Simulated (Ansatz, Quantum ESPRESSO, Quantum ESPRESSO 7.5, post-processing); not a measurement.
## Ballistic transmission: Mg chain with one atom pushed 1.0 Å aside at constant bond length

Wanted: the transmission near the Fermi level and the conductance of this junction: Mg chain with one atom pushed 1.0 Å aside at constant bond length.

Calculated with Quantum ESPRESSO 7.5; plane-wave DFT, PBE, GBRV ultrasoft pseudopotentials (cross-check by Ansatz 0.2.0 with PAW datasets).

Report form: the programs' logs are mostly left out.

### 1. The starting structure

The cell holds 11 atoms: 11 Mg. Its edges and angles: a = 7.500 Å, b = 7.500 Å, c = 32.657 Å, α = 90.0°, β = 90.0°, γ = 90.0°. Regions: left lead, 5 atoms (5 Mg); channel, 1 atom (1 Mg); right lead, 5 atoms (5 Mg). Vacuum lies along a and b. The structure is stacked along c, and the current runs across the ab planes.

### 2. Self-consistent run

One periodic cell holds a stretch of lead, the junction and more lead; the atoms stay as built.

scf.in

```
&control
  prefix = 'scf'
  outdir = './out'
  pseudo_dir = './pseudo'
  calculation = 'scf'
  tprnfor = .true.
/
&system
  ibrav = 0
  nat = 11
  ntyp = 1
  ecutwfc = 34
  ecutrho = 170
  occupations = 'smearing'
  smearing = 'mv'
  degauss = 0.01
/
&electrons
  conv_thr = 1e-07
  mixing_beta = 0.25
  electron_maxstep = 120
  mixing_mode = 'local-TF'
/
ATOMIC_SPECIES
  Mg  24.3050  mg_pbe_v1.4.uspp.F.UPF
CELL_PARAMETERS angstrom
  7.50000000000000 0.00000000000000 0.00000000000000
  0.00000000000000 7.50000000000000 0.00000000000000
  0.00000000000000 0.00000000000000 32.65685424949238
ATOMIC_POSITIONS crystal
  Mg  0.500000000000 0.500000000000 0.000000000000
  Mg  0.500000000000 0.500000000000 0.091864328912
  Mg  0.500000000000 0.500000000000 0.183728657824
  Mg  0.500000000000 0.500000000000 0.275592986735
  Mg  0.500000000000 0.500000000000 0.367457315647
  Mg  0.633333333000 0.500000000000 0.454067835544
  Mg  0.500000000000 0.500000000000 0.540678355441
  Mg  0.500000000000 0.500000000000 0.632542684353
  Mg  0.500000000000 0.500000000000 0.724407013265
  Mg  0.500000000000 0.500000000000 0.816271342176
  Mg  0.500000000000 0.500000000000 0.908135671088
K_POINTS automatic
  1 1 3 0 0 0
```

Launch:

```console
$ OMP_NUM_THREADS=1 mpirun -n 4 pw.x -nk 1 -in scf.in > scf.out
```

It took 2.1 min on 4 MPI ranks of Arm Neoverse N1, shared host; peak memory 2.2 GiB; 8.4 min of CPU time.

Read from the output:

* free energy: -18742.7938 eV
* Fermi energy: -1.094 eV

The program's own clock; routines nest. Time by routine:

```tsv
routine	wall time (s)	calls
PWSCF	125.4	1
electrons	120.2	1
c_bands	72.25	14
cegterg	70.16	28
h_psi	49.76	138
fftw	42.03	10996
vloc_psi	37.26	138
sum_band	21.29	14
mix_rho	14.37	14
newd	10.81	15
calbec	9.29	174
ffts	9.02	1628
h_psi:calbec	6.2	138
add_vuspsi	6.09	138
```

The run needed 14 iterations to bring the estimated error under 1e-07 Ry; the largest force on any atom, held or free, is 0.21 eV/Å.

### 3. Transmission with pwcond.x

prefixt takes both regions from one run: the lead from 0 to bdl, the scattering region from bdl to bds (units of alat). ikind = 1 puts the same lead on both sides. The program's T_tot counts both spins in a run without spin; the tables below give T per spin.

cond.in

```
&inputcond
  outdir = './out'
  prefixt = 'scf'
  tran_file = 'cond.dat'
  bdl = 0.8000000000
  bds = 4.3542472333
  ikind = 1
  ewind = 4.0
  epsproj = 1e-05
  nz1 = 7
  energy0 = 2.0
  denergy = -0.1
/
1
  0.00000000 0.00000000 1.00000000
41
```

Launch:

```console
$ OMP_NUM_THREADS=1 mpirun -n 4 pwcond.x -in cond.in > cond.out
```

Run time: 11 min. Hardware: 4 MPI ranks; peak memory 0.59 GiB.

Numbers from this step:

- lead channels at the Fermi level, one spin: 0
- transmission at the Fermi level, one spin: 0
- conductance: 0 G₀

Per spin. Open channels against energy, zero at the Fermi level:

energy (eV), open channels and a bar:
```
    -2.00       1.00 ########
    -1.90       1.00 ########
    -1.70       1.00 ########
    -1.60       1.00 ########
    -1.40       1.00 ########
    -1.30       1.00 ########
    -1.20       1.00 ########
    -1.00       1.00 ########
    -0.90       1.00 ########
    -0.80       1.00 ########
    -0.60       1.00 ########
    -0.50       1.00 ########
    -0.30       1.00 ########
    -0.20       1.00 ########
    -0.10       0.00 
     0.00       0.00 
     0.10       0.00 
     0.20       0.00 
     0.30       2.00 ###############
     0.50       2.00 ###############
     0.60       2.00 ###############
     0.80       3.00 ######################
     0.90       3.00 ######################
     1.00       3.00 ######################
     1.20       3.00 ######################
     1.30       3.00 ######################
     1.40       3.00 ######################
     1.60       3.00 ######################
     1.70       4.00 ##############################
     1.90       4.00 ##############################
     2.00       4.00 ##############################
```

Per spin. Table of transmission by energy, zero at the Fermi level:

energy (eV), transmission and a bar:
```
    -2.00       1.00 #########
    -1.90       1.00 #########
    -1.80       1.00 #########
    -1.70       1.00 #########
    -1.60       1.00 #########
    -1.50       1.00 #########
    -1.40       0.99 #########
    -1.20       0.99 #########
    -1.10       0.99 #########
    -1.00       0.98 #########
    -0.90       0.98 #########
    -0.80       0.97 #########
    -0.70       0.96 #########
    -0.60       0.95 #########
    -0.50       0.93 ########
    -0.40       0.91 ########
    -0.30       0.86 ########
    -0.20       0.74 #######
    -0.10       0.00 
     0.00       0.00 
     0.10       0.00 
     0.20       0.00 
     0.30       0.69 ######
     0.40       1.40 #############
     0.50       1.53 ##############
     0.60       1.56 ##############
     0.70       2.00 ##################
     0.80       2.26 #####################
     0.90       2.42 ######################
     1.00       2.53 #######################
     1.10       2.60 ########################
     1.20       2.62 ########################
     1.30       2.69 #########################
     1.40       2.62 ########################
     1.50       2.38 ######################
     1.60       1.90 #################
     1.70       2.69 #########################
     1.80       2.99 ###########################
     1.90       3.18 #############################
     2.00       3.29 ##############################
```

The program's own clock; routines nest. Time by routine:

```tsv
routine	wall time (s)	calls
PWCOND	643.7	1
scatter_forw	496.3	82
compbs	113.6	41
compbs_2	92.71	41
local	22.02	1
init	1.55	1
poten	0.19	1
```

At no point does T exceed the number of channels.

### 4. The open system, with nz1 = 11

How much does a setting matter? One run is repeated with a change.

cond.w.in is the input of step 3 with these lines changed:

```diff
@@ -3,3 +3,3 @@
   prefixt = 'scf'
-  tran_file = 'cond.dat'
+  tran_file = 'cond.w.dat'
   bdl = 0.8000000000
@@ -9,3 +9,3 @@
   epsproj = 1e-05
-  nz1 = 7
+  nz1 = 11
   energy0 = 2.0
```

Launch:

```console
$ OMP_NUM_THREADS=1 mpirun -n 4 pwcond.x -in cond.w.in > cond.w.out
```

Elapsed: 11 min, on 4 MPI ranks; peak memory 0.61 GiB; 45 min of CPU time.

Beside the run it was changed from:

```tsv
quantity	this run	unchanged run	difference
transmission at the Fermi level, one spin	0	0	0
lead channels at the Fermi level, one spin	0	0	0
wall time (s)	679	644
```

Over all energies T moves by up to 5.7e-4, at 0.7 eV.

### 5. The open system, with ikind = 2

One more run, with a changed input.

cond.bad.in is the input of step 3 with these lines changed:

```diff
@@ -3,6 +3,6 @@
   prefixt = 'scf'
-  tran_file = 'cond.dat'
+  tran_file = 'cond.bad.dat'
   bdl = 0.8000000000
   bds = 4.3542472333
-  ikind = 1
+  ikind = 2
   ewind = 4.0
```

Launch:

```console
$ OMP_NUM_THREADS=1 mpirun -n 4 pwcond.x -in cond.bad.in > cond.bad.out
```

The job ended after 2.1 s (4 MPI ranks; peak memory 0.44 GiB).

The input was rejected at the start.

The program's message: “Error in routine init_orbitals (1): Too big atomic spheres”

The change that led to it: inputcond.ikind = 2.

The message: “init_orbitals (1): Too big atomic spheres”. ikind = 2 asks for a second, right-hand lead, for which no boundary (bdr) or run was given; ikind = 1 fits one lead on both sides.

### 6. The same in Ansatz

As a check, the same structure is run in Ansatz.

Level of this step: plane-wave DFT, PBE, Ansatz PAW (Ansatz 0.2.0).

input.yaml

```yaml
crystal:
  lattice:
    - [7.5, 0.0, 0.0]
    - [0.0, 7.5, 0.0]
    - [0.0, 0.0, 32.6568542495]
  atoms:
    - { symbol: Mg, position: [0.5, 0.5, 0.0] }
    - { symbol: Mg, position: [0.5, 0.5, 0.0918643289] }
    - { symbol: Mg, position: [0.5, 0.5, 0.1837286578] }
    - { symbol: Mg, position: [0.5, 0.5, 0.2755929867] }
    - { symbol: Mg, position: [0.5, 0.5, 0.3674573156] }
    - { symbol: Mg, position: [0.633333333, 0.5, 0.4540678355] }
    - { symbol: Mg, position: [0.5, 0.5, 0.5406783554] }
    - { symbol: Mg, position: [0.5, 0.5, 0.6325426844] }
    - { symbol: Mg, position: [0.5, 0.5, 0.7244070133] }
    - { symbol: Mg, position: [0.5, 0.5, 0.8162713422] }
    - { symbol: Mg, position: [0.5, 0.5, 0.9081356711] }
kpoints:
  mp_grid: { grid: [1, 1, 4] }
hamiltonian:
  xc: pbe
scf:
  occupations: { method: fermi_dirac, width: 0.1 }
  convergence: { dr2_threshold: 1.0e-08 }
output:
  transmission:
    leads: [[0, 1]]
    e_range: [-2.0, 2.0]
    de: 0.05
    kmesh: [1, 1]
    reduced_basis: true
  write_potential: true
  write_density: true
  volumetric_format: npy
  elf: true
```

Launch:

```console
$ ansatz run input.yaml --threads 4 --pin off --max-ram 8192MiB --backend cpu --events-out ev --progress --plain --runs-dir out
```

The job ended after 52 s (4 threads; peak memory 1.7 GiB; 3.2 min of CPU time).

Read from the output:

```
free energy                                  : -21148.5803 eV
energy at zero smearing                      : -21148.4633 eV
smearing term TS                             : 0.2341 eV
Fermi energy                                 : -1.116 eV
symmetry operations                          : 4
step of the lead's Hamiltonian over a period : 0.8 meV
```

Per spin. The transmission by energy, zero at the Fermi level:

```tsv
energy (eV)	transmission
-2.00	0.999
-1.85	0.998
-1.70	0.997
-1.60	0.996
-1.45	0.995
-1.30	0.992
-1.15	0.988
-1.05	0.985
-0.90	0.979
-0.75	0.970
-0.60	0.957
-0.50	0.944
-0.35	0.914
-0.20	0.834
-0.05	0
0.00	0
0.05	0
0.20	0
0.35	1.14
0.50	1.54
0.60	1.58
0.75	2.08
0.90	2.39
1.05	2.57
1.15	2.64
1.30	2.70
1.35	2.70
1.45	2.65
1.60	2.21
1.70	2.00
1.85	2.98
2.00	3.22
```

Per spin. Table of open channels by energy, zero at the Fermi level:

```tsv
energy (eV)	open channels
-2.00	1
-1.90	1
-1.80	1
-1.70	1
-1.55	1
-1.45	1
-1.35	1
-1.25	1
-1.15	1
-1.05	1
-0.90	1
-0.80	1
-0.70	1
-0.60	1
-0.50	1
-0.40	1
-0.25	1
-0.15	1
-0.05	0
0.00	0
0.05	0
0.15	0
0.25	0
0.40	2
0.50	2
0.60	2
0.70	3
0.80	3
0.90	3
1.05	3
1.15	3
1.25	3
1.35	3
1.45	3
1.55	3
1.70	3
1.80	4
1.90	4
2.00	4
```

Electrostatic potential energy in the ca plane at fractional y = 0.500, with atoms of Mg within 0.2 Å of it. With pseudopotentials it is smooth inside the atoms' cores, unlike the true potential.

Ten even steps from '0' (-59 eV) to '9' (1 eV), each cell a mean:
```
99999999999999999999999999999999999999999999
99999999999999999999999999999999999999999999
99999999999999999999999999999999999999999999
99999999999999999999999999999999999999999999
99999999999999999999999999999999999999999999
99999999999999999999999999999999999999999999
99999999999899999998999999989999999989999999
98778899987778999987789999877899998778999987
97314799974137999841368998522689986215899872
85001699860006899710048997200389983002799850
86102799961016899720058998300489984003899850
98656899986568999875689998755799987557899985
99888999998889999988899999888899998888999998
99999999999999999999999999999999999999999999
99999999999999999999999999999999999999999999
99999999999999999999999999999999999999999999
99999999999999999999999999999999999999999999
99999999999999999999999999999999999999999999
99999999999999999999999999999999999999999999
99999999999999999999999999999999999999999999
```
Columns run along c (16.0 Å, from fractional 0.51 to 1.00 of the cell; values clipped at the 3rd and 97th percentile), rows up along a (7.5 Å). Atoms in or near the plane, at fractional coordinates: Mg at (0.00, 0.50), Mg at (0.54, 0.50), Mg at (0.63, 0.50), Mg at (0.72, 0.50), Mg at (0.82, 0.50), Mg at (0.91, 0.50).

Valence density in the ca plane at fractional y = 0.500, with atoms of Mg within 0.2 Å of it. It is the smooth field of the valence electrons, not physical close to the nuclei.

Values in e/Å³, 11 rows by 16 columns, each cell a mean:
```
 0  0  0  0  0  0  0  0  0  0  0  0  0  0  0  0
 0  0  0  0  0  0  0  0  0  0  0  0  0  0  0  0
 0  0  0  0  0  0  0  0  0  0  0  0  0  0  0  0
 0  0  0  0  0  0  0  0  0  0  0  0  0  0  0  0
 1  3  0  1  3  0  1  2  0  1  2  0  1  2  0  1
 3 12  0  3 11  0  4 11  0  4 10  0  5 10  0  5
 0  1  0  0  1  0  0  1  0  0  1  0  0  1  0  0
 0  0  0  0  0  0  0  0  0  0  0  0  0  0  0  0
 0  0  0  0  0  0  0  0  0  0  0  0  0  0  0  0
 0  0  0  0  0  0  0  0  0  0  0  0  0  0  0  0
 0  0  0  0  0  0  0  0  0  0  0  0  0  0  0  0
```
Columns run along c (16.0 Å, from fractional 0.51 to 1.00 of the cell), rows up along a (7.5 Å). Atoms in or near the plane, at fractional coordinates: Mg at (0.00, 0.50), Mg at (0.54, 0.50), Mg at (0.63, 0.50), Mg at (0.72, 0.50), Mg at (0.82, 0.50), Mg at (0.91, 0.50).

### 7. All levels side by side

All levels:

```tsv
step	T at the Fermi level (per spin)	conductance (G0)	r.m.s. T(E) from the first	CPU time of the step (s)	peak memory (GiB)
Ansatz	0	-	0	193.2	1.713
pwcond	0	0	0.1396	2577	0.59
pwcond, changed setting	0	0	0.1397	2715	0.61
```

Per spin. The transmission by energy, zero at the Fermi level:

```tsv
energy (eV)	Ansatz	pwcond	pwcond, changed setting
-2.00	0.999	0.999	0.999
-1.80	0.998	0.998	0.998
-1.60	0.996	0.997	0.997
-1.40	0.994	0.995	0.995
-1.20	0.990	0.991	0.991
-1.00	0.983	0.984	0.983
-0.90	0.979	0.978	0.978
-0.70	0.966	0.962	0.962
-0.50	0.944	0.932	0.932
-0.30	0.897	0.860	0.860
-0.10	0.139	0	0
0.00	0	0	0
0.10	0	0	0
0.30	0.368	0.691	0.691
0.50	1.54	1.53	1.53
0.70	1.90	2.00	2.00
0.90	2.39	2.42	2.42
1.00	2.52	2.53	2.53
1.20	2.67	2.62	2.62
1.30	2.70	2.69	2.69
1.40	2.69	2.62	2.62
1.60	2.21	1.90	1.90
1.80	2.84	2.99	2.99
2.00	3.22	3.29	3.29
```

### 8. Summary of results

```
conductance by pwcond, in doubt : 0 G₀
conductance by Ansatz           : 0 G₀
```

**Reading.** pwcond (PBE, GBRV ultrasoft) gives 0 G₀ and Ansatz (PAW) 0 G₀ a cell at the Fermi level; both codes find a gap in the lead at the Fermi level, so the value says nothing about the junction. No independent third code was run. In the second code the Fermi level lies in a gap of the lead, so a small shift of that gap decides the value. The geometry is as built, not relaxed, and the leads are short.

[Logs are printed without paths, hosts, clocks, repeated set-up lines and the standing remarks that a program may print on its own settings, such as how far it seeks lower states.]

[Hosts, paths, dates, database ids (printed as entryN), source tags and the programs' standing remarks are cut or masked in the printed files.]

[Maps of the electrostatic potential energy from Ansatz leave out the sawtooth potential of an applied field or a dipole correction, so their vacuum need not be flat; planar profiles and work functions include it.]
